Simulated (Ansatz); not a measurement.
# Decaying states in the gap of LaAlBr6, part 2 of 3

Wanted: the relaxed cell of LaAlBr6, its band edges and its decay constants. It is built by putting Al for part of the La in the LaBr3 structure of space group P6_3/m, with the volume rescaled by atomic radii. The parent structure comes from the Materials Project.

Ansatz 0.2.0; r2SCAN DFT, plane waves, PAW files (the session's first sound run).

So far. Step 2 (Cell and atoms at rest): The largest force component on a free atom ends at 8.2e-4 eV/Å.

The structure was built from a prototype and need not be the compound's stable phase.

## Step 3: The bulk crystal and its band edges

The energy window and the wavevectors of the next steps follow from the band edges, so these are searched first, off the mesh as well.

File input.yaml:

```yaml
crystal:
  lattice:
    - [9.3474678487, 0.0, 0.0]
    - [-4.6737339243, 8.095144618, 0.0]
    - [0.0, 0.0, 3.6454620939]
  atoms:
    - { symbol: Al, position: [0.6666666667, 0.3333333333, 0.75] }
    - { symbol: La, position: [0.3333333333, 0.6666666667, 0.25] }
    - { symbol: Br, position: [0.607074144, 0.7421280068, 0.75] }
    - { symbol: Br, position: [0.8569142328, 0.5480167015, 0.25] }
    - { symbol: Br, position: [0.4519832985, 0.3088975313, 0.25] }
    - { symbol: Br, position: [0.1350538628, 0.392925856, 0.75] }
    - { symbol: Br, position: [0.2578719932, 0.8649461372, 0.75] }
    - { symbol: Br, position: [0.6911024687, 0.1430857672, 0.25] }
kpoints:
  mp_grid: { grid: [4, 4, 6] }
  band_path: { path: [VBM, CBM], npoints: 30 }
scf:
  occupations: { method: fixed }
hamiltonian:
  xc: r2scan
output:
  eigenvalues: true
  write_potential: true
  write_density: true
  volumetric_format: npy
  elf: true
```

Launch:

```bash
> ansatz run input.yaml --threads 2 --pin off --max-ram 4096MiB --backend cpu --events-out ev --progress --plain --runs-dir out
```

Numbers of over 12 decimals in the logs are rounded to 6 here.

What it wrote:

```text
[...]
Crystal: 8 atoms, lattice volume = 275.849 Å³
Basis set: ecut = 500 eV, 7045 PW (Γ), exchange–correlation on 288×288×108 points (64 copies of the dense FFT grid, shifted against one another)
Bands: 36, of which v1, the nominal top of the filled ones, is band 28 counted from 1 (27 counted from 0)
Symmetry: 6 space group operations
[...]
k-points: 16 of 96 (time reversal used)
[...]
SCF iter   1: F=—  HF=-23574.500991 eV  |F-HF|=—  |Δ(HF+E_count)|=         —  Δρ=5.69e-3  dr2=2.84e-1  dr2_τ=3.04e-2  ethr=1.77e-3  ⟨swp⟩=5.6  Hψ=2266  notcnv=0  defer=78
[...]
SCF iter   7: F=-23574.557766 eV  HF=-23574.557766 eV  |F-HF|=1.52e-7  |Δ(HF+E_count)|=   1.66e-6  Δρ=1.85e-6  dr2=3.35e-8  dr2_τ=9.18e-10  ethr=1.79e-10  ⟨swp⟩=10.2  Hψ=2542  notcnv=0
SCF 1 converged in 7 iterations: F = -23574.557766 eV  dr2 = 3.35e-8
[...]
NSCF: frozen V_eff on 32 k-points
[...]
WARN: The input density's exchange-correlation potential varies sharply where the density is thin. Do not read a vacuum level from v_tot or v_xc, or from such a field of the output density. On a cell that repeats whose density bears no net charge and no dipole along the vacuum's axis use v_es (v_loc + v_h of the components); under efield.dipole_correction with no amplitude use v_es + v_field, which holds any external [...]
SCF converged after 7 iterations
Free energy (F): -23574.557766 eV
[...]
Internal energy: -23574.557766 eV  (E = F + TS)
E sigma→0 (E₀):  -23574.557766 eV
Fermi energy:    1.734380 eV
[...]
--- Band table (eV; the first three rows and the last of 16) ---
  k-point 0: bands = [... 24 lower, 1.0840, 1.4422, 1.4422, 1.7306, 4.4433, 4.7919, 5.8337, 5.8337, ... 4 higher]
  k-point 1: bands = [... 24 lower, 0.9680, 1.1747, 1.5141, 1.5141, 5.1727, 5.2942, 5.8940, 5.8940, ... 4 higher]
  k-point 2: bands = [... 24 lower, 1.1397, 1.3079, 1.3800, 1.3800, 5.0054, 5.6136, 5.9609, 5.9609, ... 4 higher]
  k-point 15: bands = [... 24 lower, 1.1643, 1.2369, 1.2506, 1.3259, 4.6162, 5.7310, 5.9646, 6.0124, ... 4 higher]
```

Run time: 90 s. Hardware: 2 threads of Arm Neoverse V2, shared host; peak memory 1 GiB; 3 min of CPU time.

Reading the cycles: dr2 is the Hartree energy of the density residual (eV), the measure of convergence; HF is the Harris–Foulkes estimate of the energy, which meets the free energy F at convergence.

This step gave:

* Fermi energy: 1.734 eV
* gap on the k-mesh: 2.709 eV
* gap on path: 2.709 eV, by band count; negative where bands overlap
* direct gap on path: 2.713 eV
* edge places on path: 0, 0.4481 1/A along the path

The electronic bands at the labelled points (eV, zero at the Fermi level (highest filled level under fixed occupations); v1 is the highest filled band, c1 the lowest empty one):

```tsv
point	v4	v3	v2	v1	c1	c2	c3	c4
VBM	-0.50	-0.48	-0.47	0.00	2.90	3.00	4.10	4.12
halfway	-0.62	-0.46	-0.33	0.00	2.82	3.03	4.10	4.11
CBM	-0.65	-0.29	-0.29	0.00	2.71	3.06	4.10	4.10
```

Electrostatic potential energy in the ab plane at fractional z = 0.250, with atoms of La and Br within 0.2 Å of it. With pseudopotentials it is smooth inside the atoms' cores, unlike the true potential.

Ten even steps from '_' (-66 eV) to '@' (9 eV), each cell a mean:
```
@@@@@@@@@@@@@@@@@@@@@@@@@@@@@@@@@@@@@@@@@@@@@@@@@@@@
@@@@@@@@@@@@@@@@@@@@@@@@@@@@@@@@@@@@@@@@@@@@@@@@@@@@
@@@@@@@@@@@@@@@@@@@@@@@@@@@@@@@@@@@@@@@@@@@@@@@@@@@@
@@@@@@@@@@@@@@@@@@@@%%%%%%@@@@@@@@@@@@@@@@@@@@@@@@@@
@@@@@@@@@@@@@@@@%%######%%%%@@@@@@@@@@@@@@@@@@@@@@@@
@@@@@@@@@@@@%%##++==--++##%%@@@@@@@@@@@@@@@@@@@@@@@@
@@@@@@@@@@%%##==----::==##%%@@@@@@@@@@@@@@@@@@@@@@@@
@@@@@@@@@@%%++--++**--++##@@@@@@@@@@@@@@@@@@@@%%%%@@
@@@@@@@@%%##==--++----##%%@@@@@@@@@@@@@@@@%%++==++%%
@@@@@@@@%%##==----==**%%@@@@@@@@@@@@@@@@%%--____::##
@@@@@@@@%%##**++**##%%@@@@@@@@@@@@@@@@%%==______--%%
@@@@@@@@@@%%%%%%%%%%@@@@@@@@@@@@@@@@@@%%::____::##@@
@@@@@@@@@@@@@@@@@@@@@@@@@@@@@@@@@@@@@@%%==::==##@@@@
@@@@@@@@@@@@@@@@@@@@@@@@%%##%%@@@@@@@@%%%%%%%%@@@@@@
@@@@@@@@@@@@@@@@@@@@%%++--::**%%@@@@@@@@@@@@@@@@@@@@
@@@@@@@@@@@@@@@@@@%%==______++%%@@@@@@@@@@@@@@@@@@@@
@@@@@@@@@@@@@@@@@@**..____..##@@@@@@@@@@@@@@@@@@@@@@
@@@@@@@@@@@@@@@@%%++____..**%%@@@@@@%%##%%@@@@@@@@@@
@@@@@@@@@@@@@@@@@@##==++##@@@@@@%%**--::++%%@@@@@@@@
@@@@@@@@@@@@@@@@@@@@%%@@@@@@@@@@++..____==%%@@@@@@@@
@@@@@@@@@@@@@@@@@@@@@@@@@@@@@@##..______**@@@@@@@@@@
@@@@@@@@@@@@@@@@@@@@@@@@@@@@@@**..__..++%%@@@@@@@@@@
@@@@@@@@@@@@@@@@@@@@@@@@@@@@@@##++==##@@@@@@@@@@@@@@
@@@@@@@@@@@@@@@@@@@@@@@@@@@@@@@@%%@@@@@@@@@@@@@@@@@@
```
Columns run along a (9.3 Å; values clipped at the 3rd and 97th percentile), rows up along b (9.3 Å). Atoms in or near the plane, at fractional coordinates: La at (0.33, 0.67), Br at (0.86, 0.55), Br at (0.45, 0.31), Br at (0.69, 0.14).

ELF in the ab plane at fractional z = 0.250, with atoms of La and Br within 0.2 Å of it. It is the smooth field of the valence electrons, not physical close to the nuclei.

Ten even steps from '_' (0.00) to '@' (0.92), each cell a mean:
```
__________________________==####**==::______________
____________________________......__________________
____________________________________________________
____________________..::..__________________________
________________::++##%%++..____________________....
::____________--##%%@@@@**..________________::==++==
++..________++%%**==##%%++..______________--**%%%%##
##==______==%%##..__**%%--______________--%%@@@@@@@@
%%++..__::%%@@++::++%%**..____________--%%@@@@@@@@@@
@@++____--%%@@####@@%%::____________::##@@%%==::##@@
%%::____..++##%%%%##::______________==%%@@::__::%%@@
==________..::--::..____::----::__..++%%##..::**@@%%
____________________..++##%%%%++....++%%%%##%%@@%%++
__________________::##@@@@@@@@##::..==##%%%%##**==__
________________::**@@@@%%%%@@##--..::====--::..____
______________..++@@@@==..--%%##::____......________
______________--%%@@++____++%%++....--========..____
____________..**@@@@**--++%%**..::++##%%%%%%##==____
____________==%%@@@@@@@@@@**::::**%%####@@@@%%==____
__________..++%%@@@@@@%%++....**%%==__--@@@@%%==____
__________..==**##%%##==....++@@**____++@@@@##::____
____________..::::::..____==%%@@##--++@@@@%%==..____
________________________..**@@@@@@@@@@@@##==..______
________________________..**%%@@@@@@%%**::__________
```
Columns run along a (9.3 Å), rows up along b (9.3 Å). Atoms in or near the plane, at fractional coordinates: La at (0.33, 0.67), Br at (0.86, 0.55), Br at (0.45, 0.31), Br at (0.69, 0.14).

Valence density in the ab plane at fractional z = 0.250, with atoms of La and Br within 0.2 Å of it. It is the smooth field of the valence electrons, not physical close to the nuclei.

Ten even steps from '_' (0.0 e/Å³) to '@' (1.7 e/Å³), each cell a mean:
```
____________________________________________________
____________________________________________________
____________________________________________________
____________________________________________________
________________..::--::..__________________________
______________::++##%%**::__________________________
____________::**@@@@@@##::__________________________
..________..++@@%%%%@@**..__________________..::::::
..________--%%@@%%@@%%--________________..--++**++--
..________--##@@@@##--..______________..--**++++**==
__________::==++==::__________________::++++..==**--
__________........__________________..--**====**==..
________________________......______..--****++==..__
______________________::--==--....__..::----::..____
____________________::++****++::..____......________
__________________::++++--++++::..__________________
________________..==**::::++==..____........________
________________::++**++**++::__....--==--::..______
________________::==****==::__..::==******--..______
________________..::::::..____::++++--++**--________
____________________________..==**--::**++..________
____________________________..++**++**++::__________
____________________________::==****==::____________
____________________________..::::::..______________
```
Columns run along a (9.3 Å), rows up along b (9.3 Å). Atoms in or near the plane, at fractional coordinates: La at (0.33, 0.67), Br at (0.86, 0.55), Br at (0.45, 0.31), Br at (0.69, 0.14).

The searched edges give 2.71 eV, as on the mesh.

## Step 4: Decaying states in the gap

This step: r2SCAN DFT, plane waves, PAW files; complex bands by layer matching along the plane's normal (Ansatz 0.2.0).

The same crystal is laid in a cell whose first two vectors span the (100) plane (indices of the standard conventional cell, whose axes can be ordered otherwise than in the bulk input). At fixed energy and wavevector in the plane the solver finds all kz, real and complex. A few wavevectors are listed, (0, 0) and (0.3333, 0) in units of the plane's reciprocal vectors; the slowest state needn't be among them.

File input.yaml:

```yaml
crystal:
  lattice:
    - [9.347467849, 0.0, 0.0]
    - [0.0, 3.645462094, 0.0]
    - [4.673733924, 0.0, 8.095144618]
  atoms:
    - { symbol: Al, position: [0.6666666667, 0.75, 0.6666666667] }
    - { symbol: La, position: [0.3333333333, 0.25, 0.3333333333] }
    - { symbol: Br, position: [0.1350538628, 0.75, 0.607074144] }
    - { symbol: Br, position: [0.6911024687, 0.25, 0.8569142328] }
    - { symbol: Br, position: [0.8569142328, 0.25, 0.4519832985] }
    - { symbol: Br, position: [0.2578719932, 0.75, 0.1350538628] }
    - { symbol: Br, position: [0.607074144, 0.75, 0.2578719932] }
    - { symbol: Br, position: [0.4519832985, 0.25, 0.6911024687] }
kpoints:
  mp_grid: { grid: [4, 6, 4] }
scf:
  occupations: { method: fixed }
hamiltonian:
  xc: r2scan
output:
  eigenvalues: true
  transmission:
    leads: [[0, 0]]
    kpoints: [[0.0, 0.0], [0.3333, 0.0]]
    e_range: [-1.0, 3.71]
    de: 0.12
```

What it wrote:

```text
[...]
Crystal: 8 atoms, lattice volume = 275.849 Å³
Basis set: ecut = 500 eV, 7045 PW (Γ), exchange–correlation on 288×108×288 points (64 copies of the dense FFT grid, shifted against one another)
Bands: 36, of which v1, the nominal top of the filled ones, is band 28 counted from 1 (27 counted from 0)
Symmetry: 6 space group operations
[...]
k-points: 16 of 96 (time reversal used)
[...]
SCF iter   1: F=—  HF=-23574.501463 eV  |F-HF|=—  |Δ(HF+E_count)|=         —  Δρ=5.68e-3  dr2=2.83e-1  dr2_τ=3.04e-2  ethr=1.77e-3  ⟨swp⟩=5.6  Hψ=2282  notcnv=0  defer=77
[...]
SCF iter   7: F=-23574.557766 eV  HF=-23574.557766 eV  |F-HF|=2.55e-7  |Δ(HF+E_count)|=   1.61e-6  Δρ=2.44e-6  dr2=6.45e-8  dr2_τ=1.50e-9  ethr=1.79e-10  ⟨swp⟩=10.1  Hψ=2691  notcnv=0
SCF 1 converged in 7 iterations: F = -23574.557766 eV  dr2 = 6.45e-8
[...]
transmission: 18 of 36 steps passed
transmission: 36 of 36 steps passed
SCF converged after 7 iterations
Free energy (F): -23574.557766 eV
[...]
Internal energy: -23574.557766 eV  (E = F + TS)
E sigma→0 (E₀):  -23574.557766 eV
Fermi energy:    1.734412 eV
[...]
--- Band table (eV; the first three rows and the last of 16) ---
  k-point 0: bands = [... 24 lower, 1.0841, 1.4422, 1.4422, 1.7307, 4.4432, 4.7919, 5.8338, 5.8338, ... 4 higher]
  k-point 1: bands = [... 24 lower, 1.1046, 1.2984, 1.4201, 1.7326, 4.5336, 4.7695, 5.8351, 5.8417, ... 4 higher]
  k-point 2: bands = [... 24 lower, 1.1227, 1.2559, 1.3826, 1.7344, 4.6204, 4.7454, 5.8365, 5.8495, ... 4 higher]
  k-point 15: bands = [... 24 lower, 1.1643, 1.2370, 1.2506, 1.3259, 4.6162, 5.7311, 5.9647, 6.0125, ... 4 higher]
--- Transmission ---
  basis      : 359 plane waves across, 18 finite elements along
  points     : 2, as listed
  energies   : 40 from -1.000000 to 3.680000 eV about the Fermi level, 0.120000 eV apart; the leads are filled to 1.354419 eV, and channels, transmission and decay are at 1.400000 eV
  crystal 0  : Br6La1Al1, at the sites [0, 0], period 8.0951 Å: whole cells are its period
    offset         : up to 0.0000 Å between an atom of the period and one for which it stands
    channels       : 0.000000e0 a spin
    conductance    : none, the energies end too early or step too widely for 300 K: set another output.transmission.e_range or a lower de, or, where they end at an eighth of basis.ecutwfc, a higher one
    slowest decay  : 0.3333 /Å at (0.0000, 0.0000)
```

The job ended after 2.6 min (2 threads; peak memory 2.1 GiB).

This step gave:

- level to which the leads are filled: 1.354 eV from the Fermi level
- decay constant at the filling level, zone centre: 0.3333 Å⁻¹
- decay constant at the filling level, slowest listed point: 0.3333 Å⁻¹

K parallel (0, 0); values up to 1.5 1/Å, a degenerate pair printed once or twice; energies at which all values exceed this have no row. Im kz of the slowest decaying states against energy, zero at the highest filled level on the SCF mesh:

```tsv
energy (eV)	decay 1 (Å⁻¹)	decay 2 (Å⁻¹)	decay 3 (Å⁻¹)	decay 4 (Å⁻¹)
-1.00	0.0477	0.143	0.187	0.336
-0.76	0.0508	0.143	0.237	0.270
-0.52	0.123	0.145	0.335	0.463
-0.28	0.0469	0.151	0.351	0.379
-0.04	0.189	0.434	0.437	0.488
0.20	0.245	0.495	0.531	0.631
0.44	0.281	0.506	0.530	0.706
0.68	0.305	0.500	0.548	0.752
0.92	0.321	0.502	0.556	0.786
1.16	0.330	0.505	0.559	0.812
1.40	0.333	0.508	0.558	0.832
1.52	0.333	0.510	0.555	0.840
1.76	0.326	0.511	0.547	0.854
2.00	0.311	0.512	0.534	0.865
2.24	0.282	0.511	0.515	0.866
2.48	0.226	0.487	0.509	0.845
2.72	0.443	0.507	0.826	0.837
2.96	0.137	0.351	0.505	0.804
3.20	0.308	0.316	0.414	0.503
3.44	0.382	0.396	0.498	0.701
3.68	0.402	0.410	0.485	0.631
```

K parallel (0.3333, 0); values up to 1.5 1/Å, a degenerate pair printed once or twice; energies at which all values exceed this have no row. Im kz of the slowest decaying states against energy, zero at the highest filled level on the SCF mesh:

```tsv
energy (eV)	decay 1 (Å⁻¹)	decay 2 (Å⁻¹)	decay 3 (Å⁻¹)	decay 4 (Å⁻¹)
-1.00	0.161	0.308	0.335	0.419
-0.76	0.0593	0.0602	0.231	0.312
-0.52	0.203	0.208	0.272	0.290
-0.28	0.165	0.174	0.358	0.423
-0.04	0.312	0.325	0.393	0.444
0.20	0.348	0.412	0.430	0.613
0.44	0.370	0.461	0.472	0.625
0.68	0.386	0.486	0.515	0.620
0.92	0.396	0.507	0.543	0.606
1.16	0.401	0.528	0.559	0.586
1.40	0.402	0.541	0.566	0.569
1.52	0.401	0.532	0.567	0.573
1.76	0.394	0.520	0.564	0.573
2.00	0.380	0.509	0.555	0.566
2.24	0.357	0.496	0.539	0.552
2.48	0.316	0.478	0.512	0.529
2.72	0.216	0.441	0.465	0.505
2.96	0.171	0.305	0.362	0.513
3.20	0.357	0.361	0.385	0.518
3.44	0.383	0.398	0.445	0.516
3.68	0.390	0.414	0.458	0.502
```

At the listed wavevectors the last open channel is at -0.40 eV and the next at +2.72 eV on the grid, wider than the gap, since narrow bands can fall between grid energies. At +1.40 eV, the grid energy nearest the filling level (the middle of the gap on the SCF mesh), the slowest state at the listed wavevectors decays with κ = 0.333 Å⁻¹, its amplitude falling by e over 3.0 Å. Through 1 nm of this crystal that state's transmission falls by exp(−2 × 0.333 Å⁻¹ × 10 Å) = 0.0013.

[end of part 2 of 3]

[Logs are printed without paths, hosts, clocks, repeated set-up lines and the standing remarks that a program may print on its own settings, such as how far it seeks lower states.]

[Hosts, paths, dates, database ids (printed as entryN), source tags and the programs' standing remarks are cut or masked in the printed files.]
